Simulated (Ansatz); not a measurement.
## Starting-point dependence of the GW gap of GaP (F-43m)

One-shot GW is not self-consistent; how far does the start matter for GaP (F-43m)?

Main program and level: Ansatz 0.2.0; G0W0 on several functionals, plane waves, PAW.

### 1. The structure

Symmetry: F-43m, No. 216, cubic system. Conventional cell: a = 5.451 Å, b = 5.451 Å, c = 5.451 Å, α = 90.00°, β = 90.00°, γ = 90.00°. Ga has 4 P at 2.36 Å nearest. Nearest to P lie 4 Ga at 2.36 Å. Farther neighbours are not listed.

The cell and positions come from the Crystallography Open Database and are kept as given unless a step says otherwise.

### 2. G0W0 on LDA

G0W0 replaces the xc potential by the self-energy, built once from these orbitals. Only a window of levels is corrected, while the sums run over the empty bands that the input names. This step takes hard PAW files.

This step: G0W0 on LDA, plane waves, PAW.

Contents of input.yaml:

```yaml
crystal:
  lattice:
    - [0.0, 2.72525, 2.72525]
    - [2.72525, 0.0, 2.72525]
    - [2.72525, 2.72525, 0.0]
  atoms:
    - { symbol: Ga, position: [0.0, 0.0, 0.0] }
    - { symbol: P, position: [0.25, 0.25, 0.25] }
kpoints:
  mp_grid: { grid: [8, 8, 8] }
hamiltonian:
  xc: lda
  pseudopotentials: { kind: paw, source: ansatz }
scf:
  occupations: { method: fixed }
gw:
  n_empty_bands: 363
  ecut_chi: 250
  qp_bands: [v2, c2]
  qp_kpoints: band_edges
  screening: { model: contour_deformation }
```

On the command line:

```
$ ansatz run input.yaml --threads 3 --pin off --max-ram 92160MiB --backend cuda --events-out ev --progress --plain --runs-dir out --devices 1 --max-vram 13GiB
```

Numbers of over 12 decimals in the logs are rounded to 6 here.

Log:

```text
GPUs: using 1 of 1 available (devices: 1).
Engine: ansatz 0.2.0, x86_64-unknown-linux-gnu
Pseudopotentials: kind: paw
Pseudopotential: Ga, paw, valence charge 21, recommended cutoff 1020 eV (normal), Ga.paw.azcp
Pseudopotential: P, paw, valence charge 5, recommended cutoff 600 eV (normal), P.paw.azcp
Functional definition: SPW92
  exchange = slater_x
  correlation = pw_c
device memory: the entry about to start is reckoned to put 1.1 GiB on a device that reports 68.0 GiB free (of which the cap on the GPU budget leaves the run 13.0 GiB)
GPU FFT provider: cuFFT
GPU libraries: cuBLAS 13.8.2, cuFFT 12.4.0, cuSOLVER 12.3.4
Crystal: 2 atoms, lattice volume = 40.481 Å³
Basis set: ecut = 1020 eV, 2975 PW (Γ)
Bands: 17, of which v1, the nominal top of the filled ones, is band 13 counted from 1 (12 counted from 0)
Symmetry: 24 space group operations
Space group: F-43m (ITA 216), of the structure as read, at distance tolerance 3.4e-5 Å
k-points: 29 of 512 (time reversal used)
Non-local potential: Ga, projectors of the file, l = 0: 3, l = 1: 3, l = 2: 3, l = 3: 2
Non-local potential: P, projectors of the file, l = 0: 2, l = 1: 2, l = 2: 1
PAW form: soft (Blöchl's): semilocal exchange-correlation on the pseudo side does not see the compensation charge
PAW frozen core: Ga, regenerated for the run's functional, and the local potential with it (the file was generated under x = pbe(κ = 0.804, μ = 0.219515), c = pbe(β = 0.066725))
PAW frozen core: P, regenerated for the run's functional, and the local potential with it (the file was generated under x = pbe(κ = 0.804, μ = 0.219515), c = pbe(β = 0.066725))
PAW one-centre angular grid: Ga, 590 points (default); XC on 64 Gauss nodes
PAW one-centre angular grid: P, 110 points (default); XC on 64 Gauss nodes
Initial density: superposition of atomic densities (chi_scale 0.1, normalization cell, long waves kept (reshape's long-wave potential 0.00 eV rms))
Initial wavefunctions: pseudopotential atomic-orbital guess
GPU buffer pool allocated for 91125 grid points (all kernels)
GPU transforms: local potential and band sums: pruned to the plane-wave sphere, on 45×45×45
Functional: x = slater, c = lda
SCF iter   1: F=—  HF=-9064.952794 eV  |F-HF|=—  |Δ(HF+E_count)|=         —  Δρ=3.82e-2  dr2=6.08e-1  ethr=3.10e-3  ⟨swp⟩=5.3  Hψ=2360  notcnv=0  defer=41
preconditioner: auto → none  [insulator: Δε(μ)=1.800 eV  Ē_g=15.341 eV  n_scr=14 (ndim 8)  ℏωp=24.8 eV  f_vac=0.000  ε∞_Penn≈3.6]
SCF iter   2: F=—  HF=-9064.777140 eV  |F-HF|=—  |Δ(HF+E_count)|=   1.76e-1  Δρ=1.83e-2  dr2=8.65e-2  ethr=2.34e-3  ⟨swp⟩=3.1  Hψ=911  notcnv=0  defer=48
SCF iter   3: F=—  HF=-9064.759053 eV  |F-HF|=—  |Δ(HF+E_count)|=   1.81e-2  Δρ=9.44e-3  dr2=1.84e-2  ethr=3.33e-4  ⟨swp⟩=3.0  Hψ=886  notcnv=0  defer=53
SCF iter   4: F=—  HF=-9064.753706 eV  |F-HF|=—  |Δ(HF+E_count)|=   5.35e-3  Δρ=3.07e-3  dr2=1.11e-3  ethr=7.09e-5  ⟨swp⟩=3.0  Hψ=884  notcnv=0  defer=52
SCF iter   5: F=—  HF=-9064.753391 eV  |F-HF|=—  |Δ(HF+E_count)|=   3.15e-4  Δρ=4.88e-4  dr2=4.16e-5  ethr=4.27e-6  ⟨swp⟩=2.0  Hψ=894  notcnv=0  defer=52
SCF iter   6: F=—  HF=-9064.753385 eV  |F-HF|=—  |Δ(HF+E_count)|=   6.26e-6  Δρ=5.04e-5  dr2=3.07e-7  ethr=1.60e-7  ⟨swp⟩=2.8  Hψ=747  notcnv=0  defer=51
SCF iter   7: F=-9064.753385 eV  HF=-9064.753385 eV  |F-HF|=1.47e-9  |Δ(HF+E_count)|=   6.76e-8  Δρ=5.32e-6  dr2=4.97e-9  ethr=3.85e-10  ⟨swp⟩=8.0  Hψ=2959  notcnv=0
SCF 1 converged in 7 iterations: F = -9064.753385 eV  dr2 = 4.97e-9
  greatest PAW one-centre occupation: 0.995 electrons in one spin orbital (limit 2), on the Ga atom at site 0 (counted from 0), in its partial waves of l = 0
device memory: the entry about to start is reckoned to put 1.2 GiB (of the 1.3 GiB reckoned in all, the device holds 0.1 GiB already) on a device that reports 69.1 GiB free (of which the cap on the GPU budget leaves the run 12.9 GiB)
NSCF: frozen V_eff on 29 k-points, pencils in batches of 32, up to order 68
the band table was solved once the SCF had ended and its energy, with any forces and stress, was formed, with the checks that follow a solve (3037 applications of the Hamiltonian). They found nothing against the state; the energy, forces and stress were not computed again (output.eigenvalues in the input reference)
device memory: the entry about to start is reckoned to put 6.0 GiB on a device that reports 69.7 GiB free (of which the cap on the GPU budget leaves the run 13.0 GiB)
NSCF: frozen V_eff on 29 k-points
G₀W₀ screening: q 1/29
[... further progress lines ...]
SCF converged after 7 iterations
Free energy (F): -9064.753385 eV
Harris-Foulkes:  -9064.753385 eV  (|F-HF|=1.47e-9)
Internal energy: -9064.753385 eV  (E = F + TS)
E sigma→0 (E₀):  -9064.753385 eV
Fermi energy:    7.627593 eV
--- Per-component energies (eV) ---
  E_band       = -836.530172
  E_kinetic    = 851.208254
  E_local      = -9690.573756  (includes V_loc(G=0)·N_el)
  E_nonlocal   = 1839.486490
  E_hartree    = 3733.610416
  E_xc         = -257.779223
  E_vxc        = -269.658493  (∫ρ·V_xc dr)
  E_paw        = -2496.580419  (= ΣΔE_a)
  E_vpaw       = -1034.211123  (= ΣTr[D̂ρ^β])
  E_aug_tail   = 0.000585  (compensation charges beyond the density's cutoff)
  E_ewald      = -3044.720272
  E_core_change = 0.594539  (= ΣΔE_core)
  E_smearing   = -0.000000  (= −TS)
  E_closure    = -0.000000  (closes the sum)
  Σ components = -9064.753385   (vs F -9064.753385, Δ=0.00e0)
--- Band table (eV; the first three rows and the last of 29) ---
  k-point 0: bands = [... 9 lower, -4.8947, 7.6276, 7.6276, 7.6276, 9.2352, 11.4140, 11.4140, 11.4140]
  k-point 1: bands = [... 9 lower, -4.6921, 5.9494, 7.3937, 7.3937, 9.9064, 11.7663, 11.7663, 11.9649]
  k-point 2: bands = [... 9 lower, -4.1165, 3.6899, 6.9560, 6.9560, 9.6145, 12.2749, 12.2749, 13.8056]
  k-point 28: bands = [... 9 lower, -1.7956, 0.9799, 4.0069, 4.1543, 12.2174, 12.3890, 13.5869, 13.6288]
--- G₀W₀: contour deformation, 7 samples at zero and on the imaginary axis and 2 off it, 512 q-points, 363 empty bands' worth ---
  eigenvalues of the whole cell's RPA ε∞ on this k-mesh (on a slab, of 1 + 4πα/V) = 11.5417, 11.5417, 11.5417; static W/v taken at q = 0 is 0.086643
  bands read: the sum over 376 bands ends inside a degenerate multiplet in 4 slots, whose members it reads at an even weight; the widest, k=0: bands 376 to 378 (counted from 1) at 1/3 each
  gw.qp_kpoints: band_edges: 14 of 29 stored k-points solved, in 1 pass; an edge of the gap read off the rows below is read off those points alone
    valence top: of the k-points left out ik 10 came nearest to being solved in a further pass, in band 13 (counted from 1, as in the quasiparticle table): it holds the edge there only if its correction is more favourable than any solved in that band by at least 0.711 eV; those differ by 0.059 eV
    conduction bottom: of the k-points left out ik 19 came nearest to being solved in a further pass, in band 14 (counted from 1, as in the quasiparticle table): it holds the edge there only if its correction is more favourable than any solved in that band by at least 0.543 eV; those differ by 0.245 eV
    ik  band        ε_KS         Σx   Σc(E_QP)       V_xc       Z   E_QP_lin       E_QP  E_QP is
     0    12      7.6276   -17.0158     0.9041   -15.6072  0.7641     7.1205     7.1231  root
     0    13      7.6276   -17.0158     0.9041   -15.6072  0.7641     7.1205     7.1231  root
     0    14      9.2352   -11.1431    -4.2326   -15.7914  0.7775     9.6526     9.6509  root
     0    15     11.4140    -7.5690    -4.5221   -12.4202  0.7711    11.7448    11.7431  root
     1    12      7.3937   -16.8023     0.9650   -15.3320  0.7633     6.8856     6.8884  root
     1    13      7.3937   -16.8023     0.9650   -15.3320  0.7633     6.8856     6.8884  root
     1    14      9.9064   -10.2064    -4.2649   -14.8451  0.7743    10.2817    10.2801  root
     1    15     11.7663    -7.6833    -4.6427   -12.6530  0.7655    12.0950    12.0933  root
     2    12      6.9560   -16.5915     1.1309   -14.9430  0.7609     6.4352     6.4384  root
     2    13      6.9560   -16.5915     1.1309   -14.9430  0.7609     6.4352     6.4384  root
     2    14      9.6145    -9.4281    -4.1832   -13.9720  0.7794     9.9766     9.9752  root
     2    15     12.2749    -7.5422    -4.8272   -12.6908  0.7579    12.5983    12.5963  root
     3    12      6.6189   -16.5148     1.2748   -14.7085  0.7585     6.0839     6.0875  root
     3    13      6.6189   -16.5148     1.2748   -14.7085  0.7585     6.0839     6.0875  root
     3    14      9.2563    -9.5162    -4.0643   -13.9254  0.7817     9.6025     9.6012  root
     3    15     12.3226    -7.1984    -4.7980   -12.3012  0.7596    12.6292    12.6274  root
     4    12      6.4979   -16.4971     1.3276   -14.6327  0.7576     5.9573     5.9611  root
     4    13      6.4979   -16.4971     1.3276   -14.6327  0.7576     5.9573     5.9611  root
     4    14      9.1264    -9.5878    -4.0235   -13.9511  0.7823     9.4674     9.4662  root
     4    15     12.2523    -7.0793    -4.7542   -12.1313  0.7618    12.5518    12.5502  root
     5    12      6.9687   -16.4495     1.0913   -14.8502  0.7614     6.4576     6.4606  root
     5    13      6.9687   -16.4495     1.0913   -14.8502  0.7614     6.4576     6.4606  root
     5    14     10.4787    -9.7880    -4.3864   -14.5444  0.7676    10.8504    10.8486  root
     5    15     10.9603    -8.4311    -4.3265   -13.0261  0.7762    11.2298    11.2288  root
[...]
23    12      4.3820   -15.9140     2.1136   -13.2850  0.7300     3.8600     3.8667  root
    23    13      5.6676   -15.9552     1.6039   -13.8092  0.7503     5.1208     5.1256  root
    23    14     10.9587    -9.1422    -4.5525   -14.0301  0.7654    11.2958    11.2941  root
    23    15     11.7933    -6.6780    -4.5585   -11.4672  0.7703    12.0250    12.0240  root
    28    12      4.0069   -15.7772     2.4067   -12.8247  0.7200     3.4533     3.4610  root
    28    13      4.1543   -15.0571     2.1792   -12.3533  0.7267     3.6224     3.6298  root
    28    14     12.2174    -7.3493    -4.6335   -12.1598  0.7587    12.3950    12.3944  root
    28    15     12.3890    -8.9171    -5.3658   -14.6786  0.7334    12.7885    12.7846  root
```

Wall time 2.6 min (1 × NVIDIA H100 80GB HBM3 (shared by 6 runs) with 3 threads of AMD EPYC 7R13 (Zen 3), shared host); peak memory 2.5 GiB; 4.5 min of CPU time.

The column dr2 measures how far the density is from self-consistency, as an energy; F and HF (Harris–Foulkes) agree once it is small.

Numbers from this step:

| Quantity | Value |
| --- | --- |
| bands summed | 376 |
| RPA ε∞ on this mesh (eigenvalues) | 11.54, 11.54, 11.54 |
| plane waves in the screening matrix | 339 |
| q-points in the mesh | 512 |
| G0W0 gap on the mesh | 2.173 eV |
| k of the valence top | 0, 0, 0 |
| k of the conduction bottom | 0, -0.5, -0.5 |
| starting gap on the mesh | 1.491 eV |
| Z at the valence top | 0.7641 |
| Z at the conduction bottom | 0.7920 |
| least direct G0W0 gap on the computed points | 2.528 eV |

The gap on the mesh goes from 1.49 eV to 2.17 eV, a correction of +0.68 eV. Between the two edge states, bare exchange in place of the xc potential would open the gap by 5.41 eV, and correlation takes back 4.74 eV.

### 3. G0W0 on PBE

One-shot GW remembers its start. Another functional's orbitals and levels show by how much.

This step: G0W0 on PBE, plane waves, PAW.

Changes to input.yaml since step 2:

```diff
@@ -11,3 +11,3 @@
 hamiltonian:
-  xc: lda
+  xc: pbe
   pseudopotentials: { kind: paw, source: ansatz }
```

Log:

```text
GPUs: using 1 of 1 available (devices: 1).
[...]
GPU FFT provider: cuFFT
GPU libraries: cuBLAS 13.8.2, cuFFT 12.4.0, cuSOLVER 12.3.4
Crystal: 2 atoms, lattice volume = 40.481 Å³
Basis set: ecut = 1020 eV, 2975 PW (Γ)
Bands: 17, of which v1, the nominal top of the filled ones, is band 13 counted from 1 (12 counted from 0)
Symmetry: 24 space group operations
[...]
k-points: 29 of 512 (time reversal used)
[...]
GPU buffer pool allocated for 91125 grid points (all kernels)
[...]
SCF iter   1: F=—  HF=-9170.672709 eV  |F-HF|=—  |Δ(HF+E_count)|=         —  Δρ=3.84e-2  dr2=6.33e-1  ethr=3.10e-3  ⟨swp⟩=5.3  Hψ=2358  notcnv=0  defer=43
[...]
SCF iter   7: F=-9170.533660 eV  HF=-9170.533660 eV  |F-HF|=8.72e-9  |Δ(HF+E_count)|=   1.02e-6  Δρ=1.09e-5  dr2=2.52e-8  ethr=3.85e-10  ⟨swp⟩=8.8  Hψ=3240  notcnv=0
SCF 1 converged in 7 iterations: F = -9170.533660 eV  dr2 = 2.52e-8
[...]
NSCF: frozen V_eff on 29 k-points, pencils in batches of 32, up to order 68
[...]
NSCF: frozen V_eff on 29 k-points
G₀W₀ screening: q 1/29
[... further progress lines ...]
SCF converged after 7 iterations
Free energy (F): -9170.533660 eV
[...]
Internal energy: -9170.533660 eV  (E = F + TS)
E sigma→0 (E₀):  -9170.533660 eV
Fermi energy:    7.867803 eV
[...]
--- Band table (eV; the first three rows and the last of 29) ---
  k-point 0: bands = [... 9 lower, -4.6251, 7.8678, 7.8678, 7.8678, 9.6995, 11.7555, 11.7555, 11.7555]
  k-point 1: bands = [... 9 lower, -4.4223, 6.2410, 7.6383, 7.6383, 10.3229, 12.1046, 12.1046, 12.3370]
  k-point 2: bands = [... 9 lower, -3.8482, 3.9941, 7.2057, 7.2057, 10.0283, 12.6100, 12.6100, 14.2175]
  k-point 28: bands = [... 9 lower, -1.5657, 1.3219, 4.2939, 4.4488, 12.5700, 12.7346, 13.9735, 14.0136]
[...]
0    12      7.8678   -17.0666     0.9980   -15.4009  0.7663     7.1957     7.2002  root
     0    13      7.8678   -17.0666     0.9980   -15.4009  0.7663     7.1957     7.2002  root
     0    14      9.6995   -10.9331    -4.2065   -15.2633  0.7800     9.8232     9.8231  root
     0    15     11.7555    -7.4896    -4.4350   -12.0217  0.7739    11.8527    11.8526  root
     1    12      7.6383   -16.8564     1.0584   -15.1237  0.7655     6.9592     6.9640  root
     1    13      7.6383   -16.8564     1.0584   -15.1237  0.7655     6.9592     6.9640  root
     1    14     10.3229   -10.0422    -4.2312   -14.3884  0.7769    10.4381    10.4379  root
     1    15     12.1046    -7.5989    -4.5521   -12.2534  0.7687    12.2072    12.2070  root
[...]
28    12      4.2939   -15.8316     2.4831   -12.5975  0.7237     3.5287     3.5430  root
    28    13      4.4488   -15.1063     2.2578   -12.1052  0.7312     3.6908     3.7056  root
    28    14     12.5700    -7.2911    -4.5350   -11.7846  0.7623    12.5285    12.5285  root
    28    15     12.7346    -8.8418    -5.2564   -14.3067  0.7382    12.9442    12.9431  root
```

Wall time 2.2 min (1 × NVIDIA H100 80GB HBM3 (shared by 6 runs) with 3 threads); peak memory 2.4 GiB.

Numbers from this step:

```
bands summed                                 : 376
RPA ε∞ on this mesh (eigenvalues)            : 10.54, 10.54, 10.54
plane waves in the screening matrix          : 339
q-points in the mesh                         : 512
G0W0 gap on the mesh                         : 2.212 eV
k of the valence top                         : 0, 0, 0
k of the conduction bottom                   : 0, -0.5, -0.5
starting gap on the mesh                     : 1.644 eV
Z at the valence top                         : 0.7663
Z at the conduction bottom                   : 0.7941
least direct G0W0 gap on the computed points : 2.623 eV
```

Against the run with 8×8×8 mesh, 363 empty bands, screening to 250 eV, hard PAW files on LDA, the gap moves by +0.04 eV, while the start moved by +0.15 eV.

[end of part 1 of 2]

[Paths, hosts, dates, memory and timing lines, banners, echoed tables and standing remarks are left out of the program output.]

[Logs are printed without paths, hosts, clocks, repeated set-up lines and the standing remarks that a program may print on its own settings, such as how far it seeks lower states.]

[Runs of the session that timed out or met a known fault of the program may be left out.]

[Cells called generated may have been cut or substituted from an entry of the Crystallography Open Database or the Materials Project.]

[Hosts, paths, dates, database ids (printed as entryN), source tags and the programs' standing remarks are cut or masked in the printed files.]
